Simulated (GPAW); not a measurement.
Consider MgNi3C (Pm-3m).

```xyz
5
Lattice="3.8089 0.0000 0.0000 0.0000 3.8089 0.0000 0.0000 0.0000 3.8089" Properties=species:S:1:pos:R:3 pbc="T T T"
Ni    1.9044    1.9044    0.0000
Ni    1.9044    0.0000    1.9044
Ni    0.0000    1.9044    1.9044
Mg    0.0000    0.0000    0.0000
C     1.9044    1.9044    1.9044
```

Absorber: atom 4, with 12 Ni at 2.69 Å (cuboctahedral, site symmetry m-3m). Method: GPAW, LDA, excited-electron core hole (neutral cell), 10-atom cell with 5.4 Å between holes, 7×7×7 k points, dipole transitions, Gaussian full width 0.9 eV up to 4 eV, rising linearly to 3.5 eV at 25 eV.

**Question.** Where do the maxima of the Mg K edge fall?

Main maxima up to 24 eV above the zero (height): 3.7 eV (2.09), 9.6 eV (0.78) and 15.7 eV (1.78). A K edge sees empty p states on the absorber. The total-energy difference is 1293.95 eV. The tabulated edge of the element is 1303 eV. The functional leaves an error in such absolute values: in the free atom LDA prices this hole 6.5 eV below PBE (computed apart), and PBE is itself good to a few eV.

The Mg K spectrum (energy from the lowest empty level; intensity scaled to a mean of 1 over the first 20 eV):

```tsv
E (eV)	intensity
-2.0	0.00
-1.5	0.00
-1.0	0.00
-0.5	0.02
0.0	0.11
0.5	0.17
1.0	0.19
1.5	0.35
2.0	0.59
2.5	0.93
3.0	1.47
3.5	2.01
4.0	1.99
4.5	1.52
5.0	1.19
5.5	1.01
6.0	0.89
6.5	0.71
7.0	0.53
7.5	0.49
8.0	0.55
8.5	0.63
9.0	0.72
9.5	0.78
10.0	0.76
10.5	0.73
11.0	0.74
11.5	0.76
12.0	0.79
12.5	0.83
13.0	0.91
13.5	1.05
14.0	1.24
14.5	1.45
15.0	1.65
15.5	1.76
16.0	1.76
16.5	1.63
17.0	1.44
17.5	1.24
18.0	1.09
18.5	1.00
19.0	0.95
19.5	0.89
20.0	0.82
20.5	0.74
21.0	0.67
21.5	0.62
22.0	0.59
22.5	0.57
23.0	0.55
23.5	0.53
24.0	0.50
24.5	0.47
25.0	0.44
25.5	0.41
26.0	0.39
26.5	0.38
27.0	0.37
27.5	0.37
28.0	0.36
28.5	0.36
29.0	0.35
29.5	0.33
30.0	0.32
30.5	0.32
31.0	0.33
31.5	0.36
32.0	0.42
```

The hole lies in one spin channel, while the script sums the empty states of both and takes the lower zero; where the two channels are split, this blurs and shifts the curve. The starting moments shrank to 0.00 μB or less, so this is hardly a magnetic state. The holes are only 5.4 Å apart, so the shape is probably not converged with cell size; no larger cell was run here. The mesh is coarse (0.24 Å⁻¹ between points), so small maxima may be mesh ripples. The structure is a published determination, not relaxed.

[Banner, clock and machine lines of the logs are left out without a mark of their own.]

[Logs are printed without paths, hosts, clocks, repeated set-up lines and the standing remarks that a program may print on its own settings, such as how far it seeks lower states.]

[Hosts, paths, dates, database ids (printed as entryN), source tags and the programs' standing remarks are cut or masked in the printed files.]

[Lists of maxima count a maximum above −3 eV only where it reaches 4 % of the highest in the window and stands out from its surroundings by 2 % of it (1.5 % where it reaches 55 %); shoulders and weaker maxima are passed over, and of the rest the first, up to two pre-edge ones and the few strongest are named.]
